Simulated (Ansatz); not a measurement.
# A failed many-body run on YVO4 (I4_1/amd)

What is wrong with this input for YVO4 (I4_1/amd)?

Program: Ansatz 0.2.0. Level of theory: G0W0 on r2SCAN, plane waves, PAW. Results are calculated unless marked as measured.

### Step 1. The starting structure

It takes space group I4_1/amd (No. 141, tetragonal). The conventional cell has a = 7.118 Å, b = 7.118 Å, c = 6.289 Å, α = 90.00°, β = 90.00°, γ = 90.00°. Y has 8 O at 2.30 to 2.43 Å nearest. V has 4 O at 1.71 Å nearest. Nearest to O lie 1 V at 1.71 Å and 2 Y at 2.30 to 2.43 Å. Farther neighbours and most contacts between anions are not listed.

The cell and positions come from the Crystallography Open Database and are kept as given unless a step says otherwise. The default PAW set here is soft_2. Its files were made with PBE.

### Step 2. First try

File input.yaml:

```yaml
crystal:
  lattice:
    - [-3.55915, 3.55915, 3.14465]
    - [3.55915, -3.55915, 3.14465]
    - [3.55915, 3.55915, -3.14465]
  atoms:
    - { symbol: "Y", position: [0.75, 0.25, 0.5] }
    - { symbol: "Y", position: [0.0, 0.0, 0.0] }
    - { symbol: V, position: [0.5, 0.5, 0.0] }
    - { symbol: V, position: [0.25, 0.75, 0.5] }
    - { symbol: O, position: [0.51, 0.3258, 0.1842] }
    - { symbol: O, position: [0.0758, 0.3916, 0.3158] }
    - { symbol: O, position: [0.1416, 0.3258, 0.8158] }
    - { symbol: O, position: [0.0758, 0.76, 0.6842] }
    - { symbol: O, position: [0.24, 0.9242, 0.3158] }
    - { symbol: O, position: [0.6742, 0.49, 0.8158] }
    - { symbol: O, position: [0.6084, 0.9242, 0.6842] }
    - { symbol: O, position: [0.6742, 0.8584, 0.1842] }
kpoints:
  mp_grid: { grid: [2, 2, 2] }
hamiltonian:
  xc: r2scan
scf:
  occupations: { method: fixed }
gw:
  n_empty_bands: 168
  ecut_chi: 60
  qp_bands: [v4, c4]
  qp_kpoints: band_edges
  screening: { model: contour_deformation }
  q_mesh: [3, 3, 3]
```

The run is started by

```console
ansatz run input.yaml --threads 3 --pin off --max-ram 92160MiB --backend cpu --events-out ev --progress --plain --runs-dir out
```

Numbers of over 12 decimals in the logs are rounded to 6 here.

The log of the run:

```text
Error: 3 input errors — fix all and re-run
  1. invalid value for `gw.q_mesh`: axis 0: q-mesh dimension 3 must divide 2, the k-mesh dimension that kpoints.mp_grid.grid gives — every k−q must land on a point of the k-mesh
  2. invalid value for `gw.q_mesh`: axis 1: q-mesh dimension 3 must divide 2, the k-mesh dimension that kpoints.mp_grid.grid gives — every k−q must land on a point of the k-mesh
  3. invalid value for `gw.q_mesh`: axis 2: q-mesh dimension 3 must divide 2, the k-mesh dimension that kpoints.mp_grid.grid gives — every k−q must land on a point of the k-mesh
```

Run time: 0.07 s. Hardware: 3 threads of AMD EPYC 7R13 (Zen 3), shared host; peak memory 0.038 GiB.

**What went wrong?**

The input was rejected at the start.

The program's message: “Error: 3 input errors — fix all and re-run”

The fault: q mesh that doesn't divide the k mesh. Each q must join two points of the k mesh.

### Step 3. A better input

Now the one-shot GW correction: screening in the RPA, then the self-energy of the levels asked for.

Changes to input.yaml since step 2:

```diff
@@ -25,4 +25,4 @@
 gw:
-  n_empty_bands: 168
-  ecut_chi: 60
+  n_empty_bands: 340
+  ecut_chi: 96
   qp_bands: [v4, c4]
@@ -30,2 +30 @@
   screening: { model: contour_deformation }
-  q_mesh: [3, 3, 3]
```

The run is started by

```console
ansatz run input.yaml --threads 3 --pin off --max-ram 92160MiB --backend cuda --events-out ev --progress --plain --runs-dir out --devices 1 --max-vram 13GiB
```

The log of the run:

```text
GPUs: using 1 of 1 available (devices: 1).
[...]
concurrent solve slots: 2 of 3 are kept, ahead of what memory takes: no pass of the eigensolver takes more rounds on 2
device memory: the entry about to start is reckoned to put 2.6 GiB on a device that reports 30.1 GiB free (of which the cap on the GPU budget leaves the run 13.0 GiB)
GPU FFT provider: cuFFT
GPU libraries: cuBLAS 13.8.2, cuFFT 12.4.0, cuSOLVER 12.3.4
Crystal: 12 atoms, lattice volume = 159.340 Å³
Basis set: ecut = 500 eV, 4023 PW (Γ), exchange–correlation on 180×180×180 points (64 copies of the dense FFT grid, shifted against one another)
Bands: 60, of which v1, the nominal top of the filled ones, is band 48 counted from 1 (47 counted from 0)
Symmetry: 16 space group operations
[...]
k-points: 4 of 8
[...]
GPU buffer pool allocated for 91125 grid points (all kernels)
GPU transforms: local potential and band sums: pruned to the plane-wave sphere, on 45×45×45
[...]
0    45      5.5104   -25.7735     4.5010   -21.0291  0.7504     5.2661     5.2670  root
     0    46      5.5170   -25.4896     4.4678   -20.7690  0.7505     5.2633     5.2643  root
     0    47      5.5170   -25.4896     4.4678   -20.7690  0.7505     5.2633     5.2643  root
     0    48      5.9055   -25.6861     4.4971   -20.9617  0.7486     5.6775     5.6782  root
     0    49      9.2253   -14.6443    -5.7438   -22.0071  0.7610    10.8812    10.8443  root
     0    50      9.9466   -16.3626    -6.2531   -24.4398  0.7438    11.8257    11.7707  root
     0    51     10.1496   -16.4573    -5.9314   -24.2233  0.7442    12.0402    11.9842  root
     0    52     10.1658   -16.6269    -5.6389   -24.0886  0.7407    12.0447    11.9886  root
[...]
3    49      9.9731   -16.3800    -6.0921   -24.3001  0.7453    11.8558    11.8012  root
     3    50      9.9731   -16.3800    -6.0921   -24.3001  0.7453    11.8558    11.8012  root
     3    51     10.2168   -16.8872    -5.7840   -24.5142  0.7370    12.1194    12.0599  root
     3    52     10.2168   -16.8872    -5.7840   -24.5142  0.7370    12.1194    12.0599  root
[key lines of the parts left out:]
SCF converged after 9 iterations
Free energy (F): -18121.005906 eV
Fermi energy:    5.905530 eV
```

Elapsed: 11 s, on 1 × NVIDIA H100 80GB HBM3 (shared by 6 runs) with 3 threads; peak memory 1.5 GiB.

Numbers from this step:

```yaml
bands_summed: 388
rpa_eps_infinity_on_this_mesh_eigenvalues: 3.510, 3.510, 4.265
plane_waves_in_the_screening_matrix: 349
q_points_in_the_mesh: 8
g0w0_gap_on_the_mesh: 5.166 eV
k_of_the_valence_top: 0, 0, 0
k_of_the_conduction_bottom: 0, 0, 0
starting_gap_on_the_mesh: 3.320 eV
z_at_the_valence_top: 0.7486
z_at_the_conduction_bottom: 0.7610
least_direct_g0w0_gap_on_the_computed_points: 5.166 eV
```

The gap on the mesh goes from 3.32 eV to 5.17 eV, a correction of +1.85 eV. Between the two edge states, bare exchange in place of the xc potential would open the gap by 12.09 eV, and correlation takes back 10.24 eV.

### Step 4. What came out

```
first try  : refused after 0.07 s
better run : G0W0 gap on the mesh 5.17 eV (2×2×2 mesh, 340 empty bands, screening to 96 eV)
```

What this shows: The second run differs in: empty bands, screening cutoff (eV) and q mesh. Bands and cutoff are finite, so the gap is not at the basis limit. The miss can reach some tenths of an eV and take either sign; the mesh is an error of its own. The 2×2×2 mesh is coarse for this cell (its supercell is 12 Å along the shortest edge). The RPA ε∞ on it, from the r2SCAN start, is 3.51 and 4.26; such meshes misread the long-range screening, most where the gap is narrow. The runs have no spin polarisation. For a closed low-spin shell that is the natural state; where a d or f shell is open it is a constraint, and the gap is then not the crystal's own. With d states at the gap, one-shot GW leans hard on its start. The many-body steps are scalar-relativistic: spin-orbit coupling is not in them.

[Paths, hosts, dates, memory and timing lines, banners, echoed tables and standing remarks are left out of the program output.]

[Logs are printed without paths, hosts, clocks, repeated set-up lines and the standing remarks that a program may print on its own settings, such as how far it seeks lower states.]

[Runs of the session that timed out or met a known fault of the program may be left out.]

[Cells called generated may have been cut or substituted from an entry of the Crystallography Open Database or the Materials Project.]

[Hosts, paths, dates, database ids (printed as entryN), source tags and the programs' standing remarks are cut or masked in the printed files.]
